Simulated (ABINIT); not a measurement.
## GaP (F-43m): a self-consistent loop beyond G0W0, cycle by cycle

Wanted: G0W0 and self-consistent gaps of GaP (F-43m), with the cost of the cycles.

Main program and level: ABINIT 10.8.3; PBE and many-body steps on it, plane waves.

**What was measured.**

- Gap 2.25 ± 0.04 eV: optical gap from Tauc plot (fundamental, indirect); spectroscopic ellipsometry, Tauc-Lorentz fit and Tauc plot; 300 K; film (GaP layer on Si reference sample) on Si (“Assessment of GaPSb/Si tandem material association properties for photoelectrochemical cells”, 2020, arxiv:2002.02774).

Report form: the programs' logs are mostly left out.

## (1) The structure

It takes space group F-43m (No. 216, cubic). The conventional cell has a = 5.450 Å, b = 5.450 Å, c = 5.450 Å, α = 90.00°, β = 90.00°, γ = 90.00°. Nearest to Ga lie 4 P at 2.36 Å. P has 4 Ga at 2.36 Å nearest. Farther neighbours are not listed.

The cell and positions come from the Crystallography Open Database and are kept as given unless a step says otherwise.

## (2) Empty states on the mesh, 4×4×4 mesh, 169 bands

This step: ABINIT 10.8.3; DFT, PBE, plane waves, norm-conserving pseudopotentials.

The sums over transitions need many empty states on a uniform mesh; this step solves for them.

Input file run.abi:

```
acell 3*1.0 Angstrom
rprim 
  0.000000000000 2.725250000000 2.725250000000
  2.725250000000 0.000000000000 2.725250000000
  2.725250000000 2.725250000000 0.000000000000
ntypat 2
znucl 31 15
natom 2
typat 1 2
xred 
  0.000000000000 0.000000000000 0.000000000000
  0.250000000000 0.250000000000 0.250000000000
pp_dirpath "pseudos"
pseudos "Ga.upf, P.upf"
ecut 45
ngkpt 4 4 4
nshiftk 1
shiftk 0 0 0
kptopt 1
chksymbreak 0
irdden 1
istwfk *1
nband 169
prtvol 0
optdriver 6
gwr_task "HDIAGO"
paral_kgb 0
occopt 1
indata_prefix "in"
outdata_prefix "out"
tmpdata_prefix "tmp"
```

The run is started by

```
OMP_NUM_THREADS=1 mpirun -n 4 abinit run.abi > log
```

Wall time 1.7 min (4 MPI ranks of Arm Neoverse V1, shared host); peak memory 3.6 GiB.

This step gave:

```
gap                                                           : 1.652 eV
k of the valence top                                          : 0, 0, 0
k of the conduction bottom                                    : 0.5, 0.5, 0
least direct gap                                              : 1.809 eV
k points computed                                             : 8
lowest point of the top converged band, above the valence top : 125.8280 eV
```

On this mesh the gap is 1.652 eV.

The density comes from a self-consistent run that is not shown.

## (3) Screening, 4×4×4 mesh, 161 bands, screening to 195.9 eV

The RPA dielectric matrix is built and inverted for each q.

This step: RPA screening on PBE, plane waves, norm-conserving pseudopotentials.

Changes to run.abi since step 2:

```diff
@@ -20,10 +20,11 @@
 chksymbreak 0
-irdden 1
 istwfk *1
-nband 169
-prtvol 0
-optdriver 6
-gwr_task "HDIAGO"
-paral_kgb 0
 occopt 1
+irdwfk 1
+optdriver 3
+nband 161
+ecuteps 7.2
+inclvkb 2
+awtr 1
+symchi 1
 indata_prefix "in"
```

Run time: 61 s. Hardware: 4 MPI ranks; peak memory 1.3 GiB.

This step gave:

```yaml
eps_infinity_with_local_fields_on_this_mesh_along_the_program_s_q_direction: 18.15
the_same_without_local_fields: 19.72
plasma_frequency: 29.76 eV
plane_waves_in_the_screening_matrix: 259
```

Local fields lower ε∞ by 8 %. On a Γ-centred mesh this coarse the value itself is usually too large, while a short band sum pulls it down.

## (4) G0W0

The self-energy is evaluated for the states that the input lists, and the levels follow from it, in one-shot runs by the linearised quasiparticle equation.

This step: G0W0 on PBE, plane waves, norm-conserving pseudopotentials.

Changes to run.abi since step 3:

```diff
@@ -23,8 +23,17 @@
 irdwfk 1
-optdriver 3
+optdriver 4
 nband 161
+gwcalctyp 0
+ecutsigx 45
+symsigma 1
+nkptgw 2
+kptgw 
+  0.0000000000 0.0000000000 0.0000000000
+  0.5000000000 0.5000000000 0.0000000000
+bdgw 
+  11 17
+  12 15
 ecuteps 7.2
-inclvkb 2
-awtr 1
-symchi 1
+irdscr 1
+ppmodel 1
 indata_prefix "in"
```

Run time: 19 s. Hardware: 4 MPI ranks; peak memory 1.2 GiB; 74 s of CPU time.

Numbers from this step:

- G0W0 gap on the points computed: 2.259 eV
- starting gap on the mesh: 1.652 eV
- k of the valence top: 0, 0, 0
- k of the conduction bottom: 0.5, 0.5, 0
- Z at the valence top: 0.785
- Z at the conduction bottom: 0.809
- least direct G0W0 gap on the computed points: 2.656 eV

The gap on the mesh goes from 1.65 eV to 2.26 eV, a correction of +0.61 eV.

## (5) evGW0, cycle 1

This step: evGW0 on PBE, plane waves, norm-conserving pseudopotentials.

Changes to run.abi since step 4:

```diff
@@ -25,12 +25,24 @@
 nband 161
-gwcalctyp 0
+gwcalctyp 10
 ecutsigx 45
 symsigma 1
-nkptgw 2
+nkptgw 8
 kptgw 
   0.0000000000 0.0000000000 0.0000000000
+  0.2500000000 0.0000000000 0.0000000000
+  0.5000000000 0.0000000000 0.0000000000
+  0.2500000000 0.2500000000 0.0000000000
+  0.5000000000 0.2500000000 0.0000000000
+  -0.2500000000 0.2500000000 0.0000000000
   0.5000000000 0.5000000000 0.0000000000
+  -0.2500000000 0.5000000000 0.2500000000
 bdgw 
   11 17
-  12 15
+  11 17
+  11 17
+  11 17
+  11 17
+  11 17
+  11 17
+  11 17
 ecuteps 7.2
```

Wall time 2.6 min (4 MPI ranks); peak memory 1.3 GiB; 10 min of CPU time.

This step gave:

```
quasiparticle gap on the mesh                         : 2.429 eV
gap of the density functional on the mesh             : 1.652 eV
k of the valence top                                  : 0, 0, 0
k of the conduction bottom                            : 0.5, 0.5, 0
Z at the valence top                                  : 0.785
Z at the conduction bottom                            : 0.809
least direct quasiparticle gap on the computed points : 2.885 eV
```

Against G0W0 in ABINIT (4×4×4 mesh, 161 bands, screening to 195.9 eV, Godby-Needs plasmon pole), the gap moves by +0.170 eV. This first cycle still uses the starting levels; it takes the full correction, at all points of the mesh, and its linearised value is 2.259 eV.

## (6) evGW0, cycle 2

The corrected levels of the last cycle go back in.

Changes to run.abi since step 5:

```diff
@@ -50,2 +50,3 @@
 ppmodel 1
+irdqps 1
 indata_prefix "in"
```

Elapsed: 2.6 min, on 4 MPI ranks; peak memory 1.3 GiB; 11 min of CPU time.

This step gave:

* quasiparticle gap on the mesh: 2.339 eV
* gap of the density functional on the mesh: 1.652 eV
* k of the valence top: 0, 0, 0
* k of the conduction bottom: 0.5, 0.5, 0
* least direct quasiparticle gap on the computed points: 2.742 eV

Against the cycle before, the gap moves by −0.090 eV.

## (7) evGW0, cycle 3

run.abi is that of step 6.

Run time: 2.6 min. Hardware: 4 MPI ranks; peak memory 1.3 GiB.

Numbers from this step:

| Quantity | Value |
| --- | --- |
| quasiparticle gap on the mesh | 2.349 eV |
| gap of the density functional on the mesh | 1.652 eV |
| k of the valence top | 0, 0, 0 |
| k of the conduction bottom | 0.5, 0.5, 0 |
| least direct quasiparticle gap on the computed points | 2.761 eV |

Against the cycle before, the gap moves by +0.010 eV.

## (8) evGW0, cycle 4

run.abi is that of step 7.

Run time: 2.6 min. Hardware: 4 MPI ranks; peak memory 1.3 GiB.

Numbers from this step:

| Quantity | Value |
| --- | --- |
| quasiparticle gap on the mesh | 2.348 eV |
| gap of the density functional on the mesh | 1.652 eV |
| k of the valence top | 0, 0, 0 |
| k of the conduction bottom | 0.5, 0.5, 0 |
| least direct quasiparticle gap on the computed points | 2.759 eV |

Against the cycle before, the gap moves by −0.001 eV.

## (9) Screening, 4×4×4 mesh, 161 bands, screening to 195.9 eV

This step: RPA screening on PBE, plane waves, norm-conserving pseudopotentials.

Input file run.abi:

```
acell 3*1.0 Angstrom
rprim 
  0.000000000000 2.725250000000 2.725250000000
  2.725250000000 0.000000000000 2.725250000000
  2.725250000000 2.725250000000 0.000000000000
ntypat 2
znucl 31 15
natom 2
typat 1 2
xred 
  0.000000000000 0.000000000000 0.000000000000
  0.250000000000 0.250000000000 0.250000000000
pp_dirpath "pseudos"
pseudos "Ga.upf, P.upf"
ecut 45
ngkpt 4 4 4
nshiftk 1
shiftk 0 0 0
kptopt 1
chksymbreak 0
istwfk *1
occopt 1
irdwfk 1
optdriver 3
nband 161
ecuteps 7.2
inclvkb 2
awtr 1
symchi 1
gwcalctyp 10
mbpt_sciss 0.912 eV
nqptdm 1
qptdm 
  0 0 0
indata_prefix "in"
outdata_prefix "out"
tmpdata_prefix "tmp"
```

Wall time 11 s (4 MPI ranks); peak memory 1.1 GiB.

Numbers from this step:

| Property | Result |
| --- | --- |
| ε∞ with local fields, on this mesh, along the program's q direction | 14.50 |
| the same without local fields | 15.63 |
| plasma frequency | 29.76 eV |
| plane waves in the screening matrix | 259 |

This screening uses the functional's bands under a rigid shift, the mean opening of the cycle before.

## (10) Screening, 4×4×4 mesh, 161 bands, screening to 195.9 eV

This step: RPA screening on PBE from quasiparticle energies, plane waves, norm-conserving pseudopotentials.

Changes to run.abi since step 9:

```diff
@@ -29,7 +29,13 @@
 symchi 1
+irdqps 1
 gwcalctyp 10
-mbpt_sciss 0.912 eV
-nqptdm 1
+nqptdm 7
 qptdm 
-  0 0 0
+  0.2500000000 0.0000000000 0.0000000000
+  0.5000000000 0.0000000000 0.0000000000
+  0.2500000000 0.2500000000 0.0000000000
+  0.5000000000 0.2500000000 0.0000000000
+  -0.2500000000 0.2500000000 0.0000000000
+  0.5000000000 0.5000000000 0.0000000000
+  -0.2500000000 0.5000000000 0.2500000000
 indata_prefix "in"
```

Input file mrgscr.stdin:

```
2
merged
q0_SCR
out_SCR
1
```

The run is started by

```
OMP_NUM_THREADS=1 mpirun -n 4 abinit run.abi > log; mrgscr < mrgscr.stdin
```

Run time: 53 s. Hardware: 4 MPI ranks; peak memory 1.2 GiB.

Numbers from this step:

```
plasma frequency                    : 29.76 eV
plane waves in the screening matrix : 259
```

This screening reads the quasiparticle levels of the cycle before.

## (11) evGW, cycle 1

This step: evGW on PBE, plane waves, norm-conserving pseudopotentials.

Changes to run.abi since step 10:

```diff
@@ -23,12 +23,10 @@
 irdwfk 1
-optdriver 3
+optdriver 4
 nband 161
-ecuteps 7.2
-inclvkb 2
-awtr 1
-symchi 1
-irdqps 1
 gwcalctyp 10
-nqptdm 7
-qptdm 
+ecutsigx 45
+symsigma 1
+nkptgw 8
+kptgw 
+  0.0000000000 0.0000000000 0.0000000000
   0.2500000000 0.0000000000 0.0000000000
@@ -40,2 +38,15 @@
   -0.2500000000 0.5000000000 0.2500000000
+bdgw 
+  11 17
+  11 17
+  11 17
+  11 17
+  11 17
+  11 17
+  11 17
+  11 17
+ecuteps 7.2
+irdscr 1
+ppmodel 1
+irdqps 1
 indata_prefix "in"
```

The run is started by

```
OMP_NUM_THREADS=1 mpirun -n 4 abinit run.abi > log
```

It took 2.6 min on 4 MPI ranks; peak memory 1.3 GiB.

Numbers from this step:

```
quasiparticle gap on the mesh                         : 2.464 eV
gap of the density functional on the mesh             : 1.652 eV
k of the valence top                                  : 0, 0, 0
k of the conduction bottom                            : 0.5, 0.5, 0
least direct quasiparticle gap on the computed points : 2.872 eV
```

Against G0W0 in ABINIT (4×4×4 mesh, 161 bands, screening to 195.9 eV, Godby-Needs plasmon pole), the gap moves by +0.205 eV.

## (12) Screening, 4×4×4 mesh, 161 bands, screening to 195.9 eV

This step: RPA screening on PBE, plane waves, norm-conserving pseudopotentials.

Input file run.abi:

```
acell 3*1.0 Angstrom
rprim 
  0.000000000000 2.725250000000 2.725250000000
  2.725250000000 0.000000000000 2.725250000000
  2.725250000000 2.725250000000 0.000000000000
ntypat 2
znucl 31 15
natom 2
typat 1 2
xred 
  0.000000000000 0.000000000000 0.000000000000
  0.250000000000 0.250000000000 0.250000000000
pp_dirpath "pseudos"
pseudos "Ga.upf, P.upf"
ecut 45
ngkpt 4 4 4
nshiftk 1
shiftk 0 0 0
kptopt 1
chksymbreak 0
istwfk *1
occopt 1
irdwfk 1
optdriver 3
nband 161
ecuteps 7.2
inclvkb 2
awtr 1
symchi 1
gwcalctyp 10
mbpt_sciss 1.046 eV
nqptdm 1
qptdm 
  0 0 0
indata_prefix "in"
outdata_prefix "out"
tmpdata_prefix "tmp"
```

Wall time 11 s (4 MPI ranks); peak memory 1.1 GiB.

This step gave:

```
ε∞ with local fields, on this mesh, along the program's q direction : 14.10
the same without local fields                                       : 15.19
plasma frequency                                                    : 29.76 eV
plane waves in the screening matrix                                 : 259
```

This screening uses the functional's bands under a rigid shift, the mean opening of the cycle before.

## (13) Screening, 4×4×4 mesh, 161 bands, screening to 195.9 eV

This step: RPA screening on PBE from quasiparticle energies, plane waves, norm-conserving pseudopotentials.

Changes to run.abi since step 12:

```diff
@@ -29,7 +29,13 @@
 symchi 1
+irdqps 1
 gwcalctyp 10
-mbpt_sciss 1.046 eV
-nqptdm 1
+nqptdm 7
 qptdm 
-  0 0 0
+  0.2500000000 0.0000000000 0.0000000000
+  0.5000000000 0.0000000000 0.0000000000
+  0.2500000000 0.2500000000 0.0000000000
+  0.5000000000 0.2500000000 0.0000000000
+  -0.2500000000 0.2500000000 0.0000000000
+  0.5000000000 0.5000000000 0.0000000000
+  -0.2500000000 0.5000000000 0.2500000000
 indata_prefix "in"
```

mrgscr.stdin is that of step 10.

The run is started by

```
OMP_NUM_THREADS=1 mpirun -n 4 abinit run.abi > log; mrgscr < mrgscr.stdin
```

The job ended after 55 s (4 MPI ranks; peak memory 1.2 GiB).

Numbers from this step:

| Quantity | Value |
| --- | --- |
| plasma frequency | 29.76 eV |
| plane waves in the screening matrix | 259 |

This screening reads the quasiparticle levels of the cycle before.

## (14) evGW, cycle 2

This step: evGW on PBE, plane waves, norm-conserving pseudopotentials.

Changes to run.abi since step 13:

```diff
@@ -23,12 +23,10 @@
 irdwfk 1
-optdriver 3
+optdriver 4
 nband 161
-ecuteps 7.2
-inclvkb 2
-awtr 1
-symchi 1
-irdqps 1
 gwcalctyp 10
-nqptdm 7
-qptdm 
+ecutsigx 45
+symsigma 1
+nkptgw 8
+kptgw 
+  0.0000000000 0.0000000000 0.0000000000
   0.2500000000 0.0000000000 0.0000000000
@@ -40,2 +38,15 @@
   -0.2500000000 0.5000000000 0.2500000000
+bdgw 
+  11 17
+  11 17
+  11 17
+  11 17
+  11 17
+  11 17
+  11 17
+  11 17
+ecuteps 7.2
+irdscr 1
+ppmodel 1
+irdqps 1
 indata_prefix "in"
```

The run is started by

```
OMP_NUM_THREADS=1 mpirun -n 4 abinit run.abi > log
```

Wall time 2.6 min (4 MPI ranks); peak memory 1.3 GiB.

This step gave:

```yaml
quasiparticle_gap_on_the_mesh: 2.469 eV
gap_of_the_density_functional_on_the_mesh: 1.652 eV
k_of_the_valence_top: 0, 0, 0
k_of_the_conduction_bottom: 0.5, 0.5, 0
least_direct_quasiparticle_gap_on_the_computed_points: 2.875 eV
```

Against the cycle before, the gap moves by +0.005 eV.

## (15) Side by side

Times are wall times on 4 MPI ranks of Arm Neoverse V1, shared host, good to a factor of about two. A run's time includes the screening step that it read.

```
           run   mesh  bands  screening cutoff (eV)  DFT gap (eV)  gap on the mesh (eV)  direct (eV)  ε∞ used     time
          G0W0  4×4×4    161                  195.9         1.652                 2.259        2.656    18.15     79 s
evGW0, cycle 1  4×4×4    161                  195.9         1.652                 2.429        2.885    18.15  3.6 min
evGW0, cycle 2  4×4×4    161                  195.9         1.652                 2.339        2.742    18.15  3.6 min
evGW0, cycle 3  4×4×4    161                  195.9         1.652                 2.349        2.761    18.15  3.6 min
evGW0, cycle 4  4×4×4    161                  195.9         1.652                 2.348        2.759    18.15  3.6 min
 evGW, cycle 1  4×4×4    161                  195.9         1.652                 2.464        2.872    14.50  3.7 min
 evGW, cycle 2  4×4×4    161                  195.9         1.652                 2.469        2.875    14.10  3.7 min
```

## (16) Results

```json
{
  "G0W0": "2.259 eV",
  "evGW0, cycle 1": "2.429 eV",
  "evGW0, cycle 2": "2.339 eV",
  "evGW0, cycle 3": "2.349 eV",
  "evGW0, cycle 4": "2.348 eV",
  "evGW, cycle 1": "2.464 eV",
  "evGW, cycle 2": "2.469 eV",
  "known limits": "not at the basis limit; no spin-orbit coupling; coarse k mesh"
}
```

Only the bands that the input lists are updated; the others, empty or deep, keep the functional's energies or take a rigid shift. The evGW loop starts from the last levels of evGW0, so its cycles and time come on top of those. evGW0 ends at 2.35 eV, +0.09 eV from G0W0, after 4 cycles that took 10 min beside the first screening; the last moved the gap by 0.001 eV. evGW ends at 2.47 eV, +0.21 eV from G0W0, after 2 cycles that took 7.4 min beside the first screening; the last moved the gap by 0.005 eV. The first cycle of evGW0 takes the full correction, without the factor Z, so it overshoots the one-shot value. Against experiment, by evGW, cycle 2: the gap of 2.47 eV lies +0.22 eV from the measured 2.25 ± 0.04 eV (indirect, 300 K, on Si, 2020). These are gaps on the mesh, at modest bands and cutoff. The calculation has static nuclei and no excitons; a measured gap holds zero-point and thermal motion, which mostly lowers it. Bands and cutoff are finite, so the gap is not at the basis limit. The miss can reach some tenths of an eV and take either sign; the mesh is an error of its own. A denser mesh or path gives a starting gap of 1.59 eV: the GW mesh misses a band edge, so its gaps are not the fundamental one. The 4×4×4 mesh is coarse for this cell, which bears on the long-range parts of exchange and screening. In the updated screening the q = 0 part is built from Kohn-Sham bands under a rigid shift, the other q from the quasiparticle levels. The many-body steps are scalar-relativistic: spin-orbit coupling is not in them.

[Paths, hosts, dates, memory and timing lines, banners, echoed tables and standing remarks are left out of the program output.]

[Logs are printed without paths, hosts, clocks, repeated set-up lines and the standing remarks that a program may print on its own settings, such as how far it seeks lower states.]

[Runs of the session that timed out or met a known fault of the program may be left out.]

[Hosts, paths, dates, database ids (printed as entryN), source tags and the programs' standing remarks are cut or masked in the printed files.]

[G0W0 gaps are taken among the corrected bands and points alone; a level outside them can change the order at an edge.]

[Where Ansatz stands beside ABINIT at settings called matched, ABINIT's density can come from a denser mesh and the files from another edition; pairs whose starting gaps differed by over 0.03 eV were left out, so agreement reads better than it is.]
